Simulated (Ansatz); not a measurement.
## CdSe(11-20)/C(110) interface (60 atoms): repeated cells from small to large

How do plane waves and support functions scale when CdSe(11-20)/C(110) interface (60 atoms) is repeated?

Program: Ansatz 0.2.0. Level of theory: Kohn-Sham DFT, PBE, PAW (set soft_2, large core), plane waves. Results are calculated unless marked as measured.

Most raw output is cut from this account.

## (1) The structure

The cell holds 60 atoms: 6 Cd, 6 Se and 48 C. Cell: a = 7.010 Å, b = 7.448 Å, c = 12.063 Å, α = 90.0°, β = 90.0°, γ = 90.0°. It derives from CdSe and C. Wurtzite CdSe(11-20), 3 repeat layers, 1 surface cells, strained +0.00 and -0.00 %; diamond-structure C(110), 4 layers, 6 cells, -1.74 and -1.57 %; outer planes 1.94 Å apart and 1.99 Å at the second interface of the periodic stack; not relaxed, displaced by a Gaussian of 0.02 Å. Regions: CdSe, 12 atoms (6 Cd and 6 Se); C, 48 atoms (48 C).

What the set-up can't give: The host structure and its lattice constant were typed by rule, without a check against the phase diagram.

## (2) Plane waves, typed cell on a dense mesh

The typed cell on a k-mesh is the yardstick: it samples like Γ on the cell repeated as often as the mesh has points along each axis. Its own convergence isn't tested.

Input file input.yaml:

```yaml
crystal:
  lattice:
    - [7.01, 0.0, 0.0]
    - [0.0, 7.4478, 0.0]
    - [0.0, 0.0, 12.06332]
  atoms:
    - { symbol: Cd, position: [0.99914, 0.99722, 0.00113] }
    - { symbol: Se, position: [0.87736, 0.66358, 0.99957] }
    - { symbol: Cd, position: [0.50707, 0.66505, 0.00036] }
    - { symbol: Se, position: [0.37581, 0.00259, 0.99894] }
    - { symbol: Cd, position: [0.998, 0.49806, 0.18029] }
    - { symbol: Se, position: [0.87461, 0.16615, 0.17761] }
    - { symbol: Cd, position: [0.49677, 0.16664, 0.17698] }
    - { symbol: Se, position: [0.37159, 0.50082, 0.17961] }
[... 48 atom lines left out ...]
    - { symbol: C, position: [0.55299, 0.16557, 0.72894] }
    - { symbol: C, position: [0.17852, 0.00124, 0.72823] }
    - { symbol: C, position: [0.30196, 0.00533, 0.83336] }
    - { symbol: C, position: [0.42645, 0.16842, 0.83505] }
kpoints:
  mp_grid: { grid: [5, 5, 3] }
hamiltonian:
  xc: pbe
  pseudopotentials: { kind: paw, core: large }
scf:
  occupations: { method: gaussian, width: 0.05 }
output:
  forces: true
  stress: true
  populations: true
  dos:
    method: { smearing: { sigma: 0.08 } }
    de: 0.1
    projected:
      site_lists:
        C: [12, 13, 14, 15, 16, 17, 18, 19, 20, 21, 22, 23, 24, 25, 26, 27, 28, 29, 30, 31, 32, 33, 34, 35, 36, 37, 38, 39, 40, 41, 42, 43, 44, 45, 46, 47, 48, 49, 50, 51, 52, 53, 54, 55, 56, 57, 58, 59]
        Cd: [Cd]
        Se: [Se]
        CdSe: [0, 1, 2, 3, 4, 5, 6, 7, 8, 9, 10, 11]
  eigenvalues: true
```

On the command line:

```sh
> ansatz run input.yaml --threads 4 --pin off --max-ram 15872MiB --backend cpu --events-out ev --progress --plain --runs-dir out
```

Wall time 7.4 min (4 threads of Arm Neoverse V2, shared host); peak memory 5.6 GiB; 29 min of CPU time.

The program notes that potentials were chosen by core size.

Read from the output:

```yaml
free_energy: -76994.1541 eV
free_energy_per_atom: -1283.2359 eV/atom
scf_cycles: 13
pressure: 4.616 GPa
r_m_s_force_component: 1.482 eV/Å
longest_force: 4.204 eV/Å
fermi_energy: 9.625 eV
levels_partly_filled_by_over_2_per_cent: 58
spilling_of_the_projection: 0.007264
```

The r.m.s. force component of 1.5 eV/Å sets the scale for the differences below.

## (3) Plane waves, 60 atoms

The typed cell is solved at Γ alone, the coarsest sampling of the series.

input.yaml, the sections that differ from step 2:

```yaml
kpoints:
  mp_grid: { grid: [1, 1, 1] }
output:
  forces: true
# crystal, hamiltonian, scf: as in step 2
```

The job ended after 6.7 s (4 threads; peak memory 0.76 GiB).

It converged in 20 SCF cycles; the log is left out.

The energy lies 50.2 meV/atom above the dense-mesh reference.

## (4) Support functions, 60 atoms

The typed cell is solved at Γ alone, now in support functions.

This step: Kohn-Sham DFT, PBE, PAW (set soft_2, large core), localised support functions (medium) (Ansatz 0.2.0).

Changes to input.yaml since step 3:

```diff
@@ -14,2 +14,4 @@
   occupations: { method: gaussian, width: 0.05 }
+  eigensolver: { kind: { support_functions: { accuracy: medium } } }
+  max_iter: 150
 output:
```

The job ended after 90 s (4 threads; peak memory 1.7 GiB).

The program notes that the band table was not solved further than the SCF left it and it switched symmetry off.

The energy lies 46.7 meV/atom above the dense-mesh reference, and 3.5 meV/atom below plane waves of the same size, an offset between the two bases that leaves the sampling error alike.

## (5) Plane waves, 240 atoms

The cell is repeated and solved at Γ in plane waves, whose cost grows towards the cube of the size.

This step: Kohn-Sham DFT, PBE, PAW (set soft_2, large core), plane waves (Ansatz 0.2.0).

input.yaml, the sections that differ from step 4:

```yaml
crystal:
  lattice:
    - [7.01, 0.0, 0.0]
    - [0.0, 7.4478, 0.0]
    - [0.0, 0.0, 12.06332]
  atoms:
    [... the 60 atom lines of step 2 ...]
  supercell: [2, 2, 1]
scf:
  occupations: { method: gaussian, width: 0.05 }
# kpoints, hamiltonian, output: as in step 4
```

It took 2 min on 4 threads; peak memory 5.1 GiB.

It converged in 15 SCF cycles; the log is left out.

The energy lies 6.97 meV/atom above the dense-mesh reference.

## (6) Support functions, 240 atoms

The repeated cell is solved at Γ in support functions.

This step: Kohn-Sham DFT, PBE, PAW (set soft_2, large core), localised support functions (medium) (Ansatz 0.2.0).

Changes to input.yaml since step 5:

```diff
@@ -15,2 +15,5 @@
   occupations: { method: gaussian, width: 0.05 }
+  eigensolver: { kind: { support_functions: { accuracy: medium } } }
+  mixing: { beta: 0.4 }
+  max_iter: 150
 output:
```

The job ended after 3.9 min (4 threads; peak memory 5.6 GiB).

The energy lies 3.52 meV/atom above the dense-mesh reference, and 3.5 meV/atom below plane waves of the same size, an offset between the two bases that leaves the sampling error alike.

## (7) Scaling with size

Differences are against the typed cell on a 5×5×3 mesh, which samples like Γ on 4500 atoms (r.m.s. force component 1.48 eV/Å). Every repeated cell is solved at Γ, and forces are averaged over the copies of each atom. Hardware: 4 threads of Arm Neoverse V2, shared host.

```csv
atoms,repeats,basis,"Δ force, r.m.s. (meV/Å)",Δ energy (meV/atom),less plane waves of the same size (meV/atom),spread among copies (meV/Å),SCF cycles,time,host memory (GiB)
60,1×1×1,plane waves,216,50.2,-,-,20,6.7 s,0.76
60,1×1×1,support functions,216,46.7,-3.5,-,23,90 s,1.7
240,2×2×1,plane waves,98.9,6.97,-,0,15,2 min,5.1
240,2×2×1,support functions,99.2,3.52,-3.5,0,14,3.9 min,5.6
```

## (8) The reference in detail

With the settings judged, the reference run is read for its physics.

Length of the force by element:

```csv
element,coordination,atoms,mean length of the force (eV/Å),spread,least,most
C,all,48,2.55,1.03,0.615,4.20
Cd,all,6,1.49,0.916,0.558,2.96
Se,all,6,1.24,0.843,0.350,2.49
```

Löwdin charges by element (they lack the spilled electrons, 0.042 e an atom on average):

```csv
element,coordination,atoms,mean charge (e),spread,least,most
C,all,48,-0.0403,0.0988,-0.261,0.0441
Cd,all,6,1.28,0.086,1.16,1.36
Se,all,6,-0.538,0.297,-0.946,-0.250
```

By region:

```csv
region,atoms,mean length of the force (eV/Å)
CdSe,12,1.37
C,48,2.55
```

States in the cell by windows of 1 eV, zero at the Fermi level; the larger projections on atomic orbitals stand beside the total:

```csv
from (eV),to (eV),total,C p,CdSe,Cd d,Se p,C s
-18,-17,6.1,2.3,0.2,0.0,0.0,3.6
-17,-16,8.1,3.0,0.5,0.0,0.1,4.5
-16,-15,8.2,3.2,0.4,0.0,0.0,4.5
-15,-14,8.7,3.3,1.2,0.1,0.0,4.2
-14,-13,14.9,3.7,7.9,0.5,0.1,3.3
-13,-12,6.4,3.5,0.6,0.1,0.0,2.3
-12,-11,11.3,7.2,0.7,0.3,0.1,3.3
-11,-10,11.7,7.3,1.1,0.6,0.2,3.3
-10,-9,14.6,5.5,7.3,6.7,0.5,1.7
-9,-8,58.3,8.6,48.0,46.2,1.2,1.6
-8,-7,17.4,12.3,3.2,2.3,0.5,1.9
-7,-6,19.2,15.3,2.3,0.8,1.0,1.5
-6,-5,20.6,16.6,2.6,0.4,1.6,1.4
-5,-4,20.2,13.5,5.9,0.4,4.1,0.7
-4,-3,18.8,10.5,7.5,0.4,6.4,0.5
-3,-2,17.3,8.6,8.0,0.4,7.2,0.4
-2,-1,9.5,6.2,2.5,0.1,2.1,0.5
-1,0,16.8,11.1,3.4,0.2,2.6,1.7
0,1,16.8,11.1,3.1,0.2,2.3,1.8
1,2,7.0,4.1,1.8,0.0,1.3,0.7
2,3,4.9,1.3,2.6,0.0,0.8,0.3
3,4,7.9,0.9,4.7,0.0,1.7,0.4
4,5,7.8,0.7,0.9,0.0,0.4,0.3
```

The curve was stored every 0.10 eV, coarse against its broadening of 0.08 eV, so these counts are rough.

Between -26 and -18 eV lie 11 more states.

The stored curve holds about 299 of the 348 electrons; the rest, give or take the few that broadening carries across the Fermi level, lie in deeper levels below its range.

The levels nearest the highest filled one (over half full), pooled over k-points and spins:

```csv
level less the highest filled one (eV),occupation
-0.0127,1.36
-0.0087,1.28
-0.0085,1.27
-0.0047,1.20
-0.003,1.16
0,1.09
0.0066,0.94
0.0095,0.876
0.0097,0.872
0.0106,0.852
0.0111,0.841
0.0113,0.836
```

Mean Löwdin charges: C -0.04, Cd +1.28, Se -0.54 e (they miss 0.73 % of the electrons, so they add up to more than the cell's charge). Within 0.4 eV of the Fermi level the largest share is C p (68 % of the projected weight).

## (9) Outcome

* free energy per atom: -1283.2359 eV/atom
* density: 4.548 g/cm³
* pressure: 4.616 GPa
* r.m.s. force component: 1.482 eV/Å
* wall time of the 5 DFT runs: 15 min

In words: Repeating the cell at Γ samples more k-points: in plane waves the energy difference from the dense mesh goes from 50.2 meV/atom at 60 atoms to 6.97 at 240, and the force difference from 216 to 99 meV/Å. At equal size the support functions lie 3.5 meV/atom below plane waves, likely because their grid holds more waves than 420 eV; no run tests this. At the largest size the support functions' forces differ from the reference by 6.7 % of the r.m.s. force, which holds the difference of sampling between the two as well as that of the basis.

58 levels are partly filled, by over 2 % (on the run's k-points): at this level the cell shows no clear gap. Levels of broken or missing bonds inside a gap of the host would look the same.

**Limits.** The geometry was built by rule, was displaced at random and isn't relaxed at this level: its force components are 1.5 eV/Å r.m.s. The stress is far from hydrostatic: its diagonal is 6.7, 8.6, -1.5 GPa, compression counted positive. The pressure of 4.6 GPa belongs to a cell and atoms that aren't relaxed at this level.

[Logs are printed without paths, hosts, clocks, repeated set-up lines and the standing remarks that a program may print on its own settings, such as how far it seeks lower states.]

[Hosts, paths, dates, database ids (printed as entryN), source tags and the programs' standing remarks are cut or masked in the printed files.]
